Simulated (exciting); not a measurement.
# O K-edge absorption of TiO2 (Rutile), all-electron BSE, part 3 of 3

Wanted: the near-edge spectrum and the bound core excitons at the O K edge of TiO2 (Rutile).

exciting sodium; X-ray absorption, core-level Bethe-Salpeter equation, exchange and statically screened direct term, Tamm-Dancoff, all-electron LAPW+lo PBE.

So far. Step 6 (Exchange alone): Maxima (height): 1.4 eV (0.55), 4.5 eV (0.68), 10.6 eV (0.32), 13.5 eV (0.57) and 16.2 eV (0.61); 1 lower ones aren't listed. The spectrum differs from the independent-particle run by 3 % r.m.s. Step 7 (Direct term alone): Maxima (height): -0.3 eV (1.03), 2.4 eV (0.85), 8.7 eV (0.42), 11.9 eV (0.56) and 15.0 eV (0.41); 3 lower ones aren't listed. The spectrum differs from the singlet run by 4 % r.m.s.

## Step 9: Coarser mesh

Changed against the first singlet run: k mesh from 3×3×5 to 2×2×3.

Input file input.xml:

```
<input>
  <title>TiO2</title>
  <structure speciespath="." autormt="false" epslat="1.0e-5">
    <crystal>
      <basevect>8.6780003079 0.0000000000 0.0000000000</basevect>
      <basevect>0.0000000000 8.6780003079 0.0000000000</basevect>
      <basevect>0.0000000000 0.0000000000 5.5886760399</basevect>
    </crystal>
    <species speciesfile="Ti.xml" rmt="2.069">
      <atom coord="0.5000000000 0.5000000000 0.5000000000"/>
      <atom coord="0.0000000000 0.0000000000 0.0000000000"/>
    </species>
    <species speciesfile="O.xml" rmt="1.500">
      <atom coord="0.8049600000 0.1950400000 0.5000000000"/>
      <atom coord="0.6950400000 0.6950400000 0.0000000000"/>
      <atom coord="0.1950400000 0.8049600000 0.5000000000"/>
      <atom coord="0.3049600000 0.3049600000 0.0000000000"/>
    </species>
  </structure>
  <groundstate do="skip" xctype="GGA_PBE" ngridk="4 4 5" rgkmax="7" gmaxvr="14" nempty="8" swidth="0.001" maxscl="100" epsengy="1e-5"/>
  <xs xstype="BSE" ngridk="2 2 3" ngridq="2 2 3" vkloff="0.097 0.273 0.493" rgkmax="7" nempty="37" gqmax="3" lmaxapwwf="5" lmaxemat="2" broad="0.01654" tevout="true">
    <energywindow intv="18.166 19.783" points="439"/>
    <screening screentype="full" nempty="58"/>
    <BSE xas="true" xasspecies="2" xasatom="1" xasedge="K" bsetype="singlet" nstlxas="1 33"/>
    <qpointset>
      <qpoint>0 0 0</qpoint>
    </qpointset>
    <plan>
      <doonly task="xsgeneigvec"/>
      <doonly task="writepmatxs"/>
      <doonly task="scrgeneigvec"/>
      <doonly task="scrwritepmat"/>
      <doonly task="screen"/>
      <doonly task="scrcoulint"/>
      <doonly task="exccoulint"/>
    </plan>
  </xs>
</input>
```

Input file input.xml for the last start (plan only):

```
  <plan>
    <doonly task="bse"/>
  </plan>
```

The run is started by

```
> OMP_NUM_THREADS=1 mpirun -n 4 exciting
> OMP_NUM_THREADS=4 exciting
```

Numbers of over 12 decimals in the logs are rounded to 6 here.

Output:

```text
| EXCITING SODIUM started for task xsgeneigvec ( 301)                          =
One-shot GS runs for BSE calculations
One-shot GS runs for k+qmt/2 grids
Info(xsgeneigvec): Generating eigenvectors for Q-point      1
Info(xsgeneigvec): Generation of eigenvectors finished
| EXCITING SODIUM started for task writepmatxs ( 320)                          =
Info(writepmatxs): Momentum matrix elements finished
| EXCITING SODIUM started for task scrgeneigvec ( 401)                         =
One-shot GS runs for BSE calculations
One-shot GS runs for k+qmt/2 grids
[...]
Info(setup_bse_block): Setting up RR part of hamiltonian
Info(setup_bse_block): Singlet spin state
Info(bse): Diagonalizing RR Hamiltonian (TDA)
Info(bse): Invoking Lapack routine ZHEEVR
       792 eigen solutions found in the interval:
         i1=       1 i2=     792
Info(bse): Writing excition energies and oscillator strengths to text file.
Info(makespectrum_dist): Making spectrum using formula for coupling with time reversed AR basis.
Info(makespectrum_dist): Using formalism for vanishing momentum transfer.
Info(writederived): Writing quantities derived from the macroscopic dielectric function.
Info(bselauncher): Spectrum finished for iqmt=  1
Info(bselauncher): All done for BSE type singlet
```

Wall time 2.1 min (4 MPI ranks of Arm Neoverse V2, shared host).

Wall time by task: xsgeneigvec 5 s, writepmatxs 3.5 s, scrgeneigvec 4.4 s, scrwritepmat 3.1 s, screen 26 s, scrcoulint 19 s, exccoulint 65 s, bse 0.78 s.

These settings are cheaper. Against the singlet run the r.m.s. difference is 9 %. A coarse mesh samples few band energies, and it inflates the long-range part of the attraction.

| E (eV) | first run | this run |
| --- | --- | --- |
| -4.0 | 0.03 | 0.03 |
| -3.0 | 0.04 | 0.04 |
| -2.0 | 0.09 | 0.10 |
| -1.0 | 0.38 | 0.41 |
| 0.0 | 0.87 | 0.81 |
| 1.0 | 0.38 | 0.36 |
| 2.0 | 0.50 | 0.56 |
| 3.0 | 0.64 | 0.61 |
| 4.0 | 0.28 | 0.25 |
| 5.0 | 0.12 | 0.11 |
| 6.0 | 0.08 | 0.08 |
| 7.0 | 0.14 | 0.13 |
| 8.0 | 0.28 | 0.29 |
| 9.0 | 0.40 | 0.40 |
| 10.0 | 0.39 | 0.37 |
| 11.0 | 0.37 | 0.46 |
| 12.0 | 0.57 | 0.46 |
| 13.0 | 0.44 | 0.46 |
| 14.0 | 0.35 | 0.34 |
| 15.0 | 0.42 | 0.47 |
| 16.0 | 0.23 | 0.20 |
| 17.0 | 0.16 | 0.18 |
| 18.0 | 0.11 | 0.11 |
| 19.0 | 0.11 | 0.08 |
| 20.0 | 0.15 | 0.13 |
| 21.0 | 0.16 | 0.21 |
| 22.0 | 0.16 | 0.21 |
| 23.0 | 0.23 | 0.18 |
| 24.0 | 0.21 | 0.22 |

## Step 10: The levels of theory side by side

| level | curve passes 0.15 (eV) | highest maximum (eV) | its height |
| --- | --- | --- | --- |
| IP | 0.0 | 4.5 | 0.69 |
| RPA | 0.0 | 4.5 | 0.68 |
| direct only | -1.6 | -0.3 | 1.03 |
| singlet | -1.6 | -0.3 | 1.00 |

| E (eV) | IP | RPA | direct only | singlet |
| --- | --- | --- | --- | --- |
| -4.0 | 0.01 | 0.01 | 0.03 | 0.03 |
| -3.0 | 0.02 | 0.02 | 0.05 | 0.04 |
| -2.0 | 0.03 | 0.03 | 0.10 | 0.09 |
| -1.0 | 0.05 | 0.05 | 0.42 | 0.38 |
| 0.0 | 0.16 | 0.15 | 0.86 | 0.87 |
| 1.0 | 0.51 | 0.48 | 0.38 | 0.38 |
| 2.0 | 0.49 | 0.49 | 0.53 | 0.50 |
| 3.0 | 0.29 | 0.28 | 0.62 | 0.64 |
| 4.0 | 0.55 | 0.52 | 0.27 | 0.28 |
| 5.0 | 0.58 | 0.59 | 0.11 | 0.12 |
| 6.0 | 0.15 | 0.16 | 0.08 | 0.08 |
| 7.0 | 0.09 | 0.09 | 0.15 | 0.14 |
| 8.0 | 0.14 | 0.14 | 0.29 | 0.28 |
| 9.0 | 0.24 | 0.23 | 0.40 | 0.40 |
| 10.0 | 0.30 | 0.30 | 0.39 | 0.39 |
| 11.0 | 0.29 | 0.29 | 0.37 | 0.37 |
| 12.0 | 0.35 | 0.34 | 0.56 | 0.57 |
| 13.0 | 0.54 | 0.53 | 0.44 | 0.44 |
| 14.0 | 0.50 | 0.51 | 0.35 | 0.35 |
| 15.0 | 0.39 | 0.39 | 0.41 | 0.42 |
| 16.0 | 0.58 | 0.58 | 0.22 | 0.23 |
| 17.0 | 0.36 | 0.37 | 0.15 | 0.16 |
| 18.0 | 0.21 | 0.21 | 0.11 | 0.11 |
| 19.0 | 0.13 | 0.14 | 0.10 | 0.11 |
| 20.0 | 0.14 | 0.15 | 0.15 | 0.15 |
| 21.0 | 0.22 | 0.22 | 0.16 | 0.16 |
| 22.0 | 0.18 | 0.19 | 0.16 | 0.16 |
| 23.0 | 0.22 | 0.22 | 0.22 | 0.23 |
| 24.0 | 0.29 | 0.30 | 0.21 | 0.21 |

## Step 11: Results

- absorber and edge: O K, atom 3
- surroundings: nearest neighbours 2 Ti at 1.95 Å and 1 Ti at 1.98 Å (site symmetry m2m)
- first bright state: -0.63 eV from the Kohn–Sham onset, on this mesh
- highest maximum: -0.3 eV
- cost of the BSE run: 10 min on 4 MPI ranks of Arm Neoverse V2, shared host; the last task ran on as many threads

What this shows: Is a core exciton bound? Yes on this mesh: the first bright state (over 5 % of the brightest) lies at -0.63 eV from the Kohn–Sham onset and at -0.71 eV from the lowest bare transition of its own mesh. Changing the half width (eV) from 0.45 to 1.35 alters the spectrum by 31 % r.m.s. Exchange alone changes the independent-particle spectrum by 3 % r.m.s. Leaving exchange out of the full kernel changes the spectrum by 4 % r.m.s. A mesh of 45 points doesn't converge binding energies, and fine structure above the first lines is partly noise of the mesh. Exchange and the short-range direct term aren't converged in the kernel cutoff. The zero comes from the unshifted 4×4×5 ground-state mesh; it is exact only where the band minimum lies on that mesh. The Kohn–Sham onset, 506 eV, is no photon energy: the scale needs a rigid shift. No quasiparticle correction widens the gap or stretches the bands. Vibrations and energy-dependent lifetimes are left out. The structure is a published determination, not relaxed.

[Banner, clock and machine lines of the logs are left out without a mark of their own.]

[Logs are printed without paths, hosts, clocks, repeated set-up lines and the standing remarks that a program may print on its own settings, such as how far it seeks lower states.]

[Hosts, paths, dates, database ids (printed as entryN), source tags and the programs' standing remarks are cut or masked in the printed files.]
